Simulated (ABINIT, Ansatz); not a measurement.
## BaMg2Sb2 (P-3m1): bands and cutoff in G0W0 with ABINIT

What does each rung of G0W0 on BaMg2Sb2 (P-3m1) cost, and what does it buy?

Method: LDA and many-body steps on it, plane waves, in ABINIT 10.8.3.

This is a report of a sequence of runs, with most program output left out.

## (1) Set-up

The structure is trigonal, space group P-3m1 (No. 164). Conventional cell: a = 4.770 Å, b = 4.770 Å, c = 8.100 Å, α = 90.00°, β = 90.00°, γ = 120.00°. Nearest to Ba lie 6 Sb at 3.51 Å. Nearest to Mg lie 4 Sb at 2.89 Å. Nearest to Sb lie 4 Mg at 2.89 Å and 3 Ba at 3.51 Å. Farther neighbours are not listed.

The cell and positions come from the Crystallography Open Database and are kept as given unless a step says otherwise. Spin-orbit coupling is left out unless a step names it.

## (2) Empty states on the mesh, 3×3×1 mesh, 325 bands

This step: ABINIT 10.8.3; DFT, LDA, plane waves, norm-conserving pseudopotentials.

The sums over transitions need many empty states on a uniform mesh; this step solves for them.

run.abi

```
acell 3*1.0 Angstrom
rprim 
  4.770000000028 -0.000000000006 0.000000000000
  -2.385000000008 4.130941176079 0.000000000000
  0.000000000000 0.000000000000 8.100000000000
ntypat 3
znucl 56 12 51
natom 5
typat 1 2 2 3 3
xred 
  0.000000000000 0.000000000000 0.000000000000
  0.333333333333 0.666666666667 0.624700000000
  0.666666666667 0.333333333333 0.375300000000
  0.333333333333 0.666666666667 0.268000000000
  0.666666666667 0.333333333333 0.732000000000
pp_dirpath "pseudos"
pseudos "Ba.upf, Mg.upf, Sb.upf"
ecut 40
ngkpt 3 3 1
nshiftk 1
shiftk 0 0 0
kptopt 1
chksymbreak 0
iscf -2
irdden 1
istwfk *1
nband 325
nbdbuf 28
tolwfr 1e-09
nstep 60
prtvol 0
indata_prefix "in"
outdata_prefix "out"
tmpdata_prefix "tmp"
```

The run is started by

```bash
$ OMP_NUM_THREADS=1 mpirun -n 4 abinit run.abi > log
```

Run time: 5 min. Hardware: 4 MPI ranks of Intel Xeon Platinum 8488C (Sapphire Rapids), shared host; peak memory 0.63 GiB.

Numbers from this step:

- gap: 1.039 eV
- k of the valence top: 0, 0, 0
- k of the conduction bottom: 0.3333, 0, 0
- least direct gap: 1.421 eV
- k points computed: 3
- lowest point of the top converged band, above the valence top: 71.9189 eV

On this mesh the gap is 1.039 eV.

The density comes from a self-consistent run that is not shown.

## (3) Screening, 3×3×1 mesh, 70 bands, screening to 62.6 eV

The RPA dielectric matrix is built and inverted for each q.

This step: RPA screening on LDA, plane waves, norm-conserving pseudopotentials.

Edit run.abi of step 2 so:

```diff
@@ -23,10 +23,11 @@
 chksymbreak 0
-iscf -2
-irdden 1
 istwfk *1
-nband 325
-nbdbuf 28
-tolwfr 1e-09
-nstep 60
-prtvol 0
+occopt 1
+irdwfk 1
+optdriver 3
+nband 70
+ecuteps 2.3
+inclvkb 2
+awtr 1
+symchi 1
 indata_prefix "in"
```

Run time: 14 s. Hardware: 4 MPI ranks; peak memory 1.1 GiB.

This step gave:

| Quantity | Value |
| --- | --- |
| ε∞ with local fields, on this mesh, along the program's q direction | 18.52 |
| the same without local fields | 20.97 |
| plasma frequency | 25.62 eV |
| plane waves in the screening matrix | 161 |

Local fields lower ε∞ by 12 %. On a Γ-centred mesh this coarse the value itself is usually too large, while a short band sum pulls it down.

## (4) 70 bands, 62.6 eV

The self-energy is evaluated for the states that the input lists, and the levels follow from it, in one-shot runs by the linearised quasiparticle equation.

This step: G0W0 on LDA, plane waves, norm-conserving pseudopotentials.

Edit run.abi of step 3 so:

```diff
@@ -26,8 +26,17 @@
 irdwfk 1
-optdriver 3
+optdriver 4
 nband 70
+gwcalctyp 0
+ecutsigx 40
+symsigma 1
+nkptgw 2
+kptgw 
+  0.0000000000 0.0000000000 0.0000000000
+  0.3333333333 0.0000000000 0.0000000000
+bdgw 
+  37 40
+  37 40
 ecuteps 2.3
-inclvkb 2
-awtr 1
-symchi 1
+irdscr 1
+ppmodel 1
 indata_prefix "in"
```

It took 6.4 s on 4 MPI ranks; peak memory 1 GiB; 25 s of CPU time.

Numbers from this step:

```
G0W0 gap on the points computed              : 1.276 eV
starting gap on the mesh                     : 1.039 eV
k of the valence top                         : 0, 0, 0
k of the conduction bottom                   : 0.3333, 0, 0
Z at the valence top                         : 0.787
Z at the conduction bottom                   : 0.797
least direct G0W0 gap on the computed points : 1.864 eV
```

The gap on the mesh goes from 1.04 eV to 1.28 eV, a correction of +0.24 eV.

## (5) Screening, 3×3×1 mesh, 143 bands, screening to 114.3 eV

This step: RPA screening on LDA, plane waves, norm-conserving pseudopotentials.

Edit run.abi of step 4 so:

```diff
@@ -26,17 +26,8 @@
 irdwfk 1
-optdriver 4
-nband 70
-gwcalctyp 0
-ecutsigx 40
-symsigma 1
-nkptgw 2
-kptgw 
-  0.0000000000 0.0000000000 0.0000000000
-  0.3333333333 0.0000000000 0.0000000000
-bdgw 
-  37 40
-  37 40
-ecuteps 2.3
-irdscr 1
-ppmodel 1
+optdriver 3
+nband 143
+ecuteps 4.2
+inclvkb 2
+awtr 1
+symchi 1
 indata_prefix "in"
```

Elapsed: 41 s, on 4 MPI ranks; peak memory 1.4 GiB.

Numbers from this step:

- ε∞ with local fields, on this mesh, along the program's q direction: 18.60
- the same without local fields: 21.02
- plasma frequency: 25.62 eV
- plane waves in the screening matrix: 405

## (6) 143 bands, 114.3 eV

This step: G0W0 on LDA, plane waves, norm-conserving pseudopotentials.

Edit run.abi of step 5 so:

```diff
@@ -26,8 +26,17 @@
 irdwfk 1
-optdriver 3
+optdriver 4
 nband 143
+gwcalctyp 0
+ecutsigx 40
+symsigma 1
+nkptgw 2
+kptgw 
+  0.0000000000 0.0000000000 0.0000000000
+  0.3333333333 0.0000000000 0.0000000000
+bdgw 
+  37 40
+  37 40
 ecuteps 4.2
-inclvkb 2
-awtr 1
-symchi 1
+irdscr 1
+ppmodel 1
 indata_prefix "in"
```

Wall time 14 s (4 MPI ranks); peak memory 1.2 GiB; 55 s of CPU time.

Numbers from this step:

* G0W0 gap on the points computed: 1.353 eV
* starting gap on the mesh: 1.039 eV
* k of the valence top: 0, 0, 0
* k of the conduction bottom: 0.3333, 0, 0
* Z at the valence top: 0.783
* Z at the conduction bottom: 0.793
* least direct G0W0 gap on the computed points: 1.953 eV

Against G0W0 in ABINIT (3×3×1 mesh, 70 bands, screening to 62.6 eV, Godby-Needs plasmon pole), the gap moves by +0.077 eV.

## (7) Screening, 3×3×1 mesh, 297 bands, screening to 176.9 eV

This step: RPA screening on LDA, plane waves, norm-conserving pseudopotentials.

Edit run.abi of step 6 so:

```diff
@@ -26,17 +26,8 @@
 irdwfk 1
-optdriver 4
-nband 143
-gwcalctyp 0
-ecutsigx 40
-symsigma 1
-nkptgw 2
-kptgw 
-  0.0000000000 0.0000000000 0.0000000000
-  0.3333333333 0.0000000000 0.0000000000
-bdgw 
-  37 40
-  37 40
-ecuteps 4.2
-irdscr 1
-ppmodel 1
+optdriver 3
+nband 297
+ecuteps 6.5
+inclvkb 2
+awtr 1
+symchi 1
 indata_prefix "in"
```

Run time: 2.2 min. Hardware: 4 MPI ranks; peak memory 2.2 GiB.

This step gave:

| Item | Value |
| --- | --- |
| ε∞ with local fields, on this mesh, along the program's q direction | 18.66 |
| the same without local fields | 21.04 |
| plasma frequency | 25.62 eV |
| plane waves in the screening matrix | 869 |

## (8) 297 bands, 176.9 eV

This step: G0W0 on LDA, plane waves, norm-conserving pseudopotentials.

Edit run.abi of step 7 so:

```diff
@@ -26,8 +26,17 @@
 irdwfk 1
-optdriver 3
+optdriver 4
 nband 297
+gwcalctyp 0
+ecutsigx 40
+symsigma 1
+nkptgw 2
+kptgw 
+  0.0000000000 0.0000000000 0.0000000000
+  0.3333333333 0.0000000000 0.0000000000
+bdgw 
+  37 40
+  37 40
 ecuteps 6.5
-inclvkb 2
-awtr 1
-symchi 1
+irdscr 1
+ppmodel 1
 indata_prefix "in"
```

Elapsed: 82 s, on 4 MPI ranks; peak memory 2.2 GiB.

Numbers from this step:

- G0W0 gap on the points computed: 1.475 eV
- starting gap on the mesh: 1.039 eV
- k of the valence top: 0, 0, 0
- k of the conduction bottom: 0.3333, 0, 0
- least direct G0W0 gap on the computed points: 2.036 eV

Against G0W0 in ABINIT (3×3×1 mesh, 143 bands, screening to 114.3 eV, Godby-Needs plasmon pole), the gap moves by +0.122 eV.

## (9) The runs together

Times are wall times on 4 MPI ranks of Intel Xeon Platinum 8488C (Sapphire Rapids), shared host, good to a factor of about two. A run's time includes the screening step that it read.

| run | mesh | bands | screening cutoff (eV) | DFT gap (eV) | gap on the mesh (eV) | direct (eV) | ε∞ used | time |
| --- | --- | --- | --- | --- | --- | --- | --- | --- |
| 70 bands, 62.6 eV | 3×3×1 | 70 | 62.6 | 1.039 | 1.276 | 1.864 | 18.52 | 20 s |
| 143 bands, 114.3 eV | 3×3×1 | 143 | 114.3 | 1.039 | 1.353 | 1.953 | 18.60 | 55 s |
| 297 bands, 176.9 eV | 3×3×1 | 297 | 176.9 | 1.039 | 1.475 | 2.036 | 18.66 | 3.6 min |

## (10) Outcome

| Quantity | Value |
| --- | --- |
| 70 bands, 62.6 eV | 1.276 eV |
| 143 bands, 114.3 eV | 1.353 eV |
| 297 bands, 176.9 eV | 1.475 eV |
| known limits | not at the basis limit; no spin-orbit coupling; coarse k mesh |

From the first rung to the last the gap moves by +0.20 eV for 11 times the time. The steps are not yet shrinking, so no limit is drawn. In the G0W0 runs levels were corrected at 2 k points alone, so a gap called «on the mesh» is the least over those, and an edge elsewhere would be missed. A denser mesh or path gives a starting gap of 0.78 eV: the GW mesh misses a band edge, so its gaps are not the fundamental one. The 3×3×1 mesh is coarse for this cell, which bears on the long-range parts of exchange and screening. The many-body steps are scalar-relativistic: spin-orbit coupling is not in them.

[Paths, hosts, dates, memory and timing lines, banners, echoed tables and standing remarks are left out of the program output.]

[Logs are printed without paths, hosts, clocks, repeated set-up lines and the standing remarks that a program may print on its own settings, such as how far it seeks lower states.]

[Runs of the session that timed out or met a known fault of the program may be left out.]

[Hosts, paths, dates, database ids (printed as entryN), source tags and the programs' standing remarks are cut or masked in the printed files.]

[G0W0 gaps are taken among the corrected bands and points alone; a level outside them can change the order at an edge.]

[Where Ansatz stands beside ABINIT at settings called matched, ABINIT's density can come from a denser mesh and the files from another edition; pairs whose starting gaps differed by over 0.03 eV were left out, so agreement reads better than it is.]
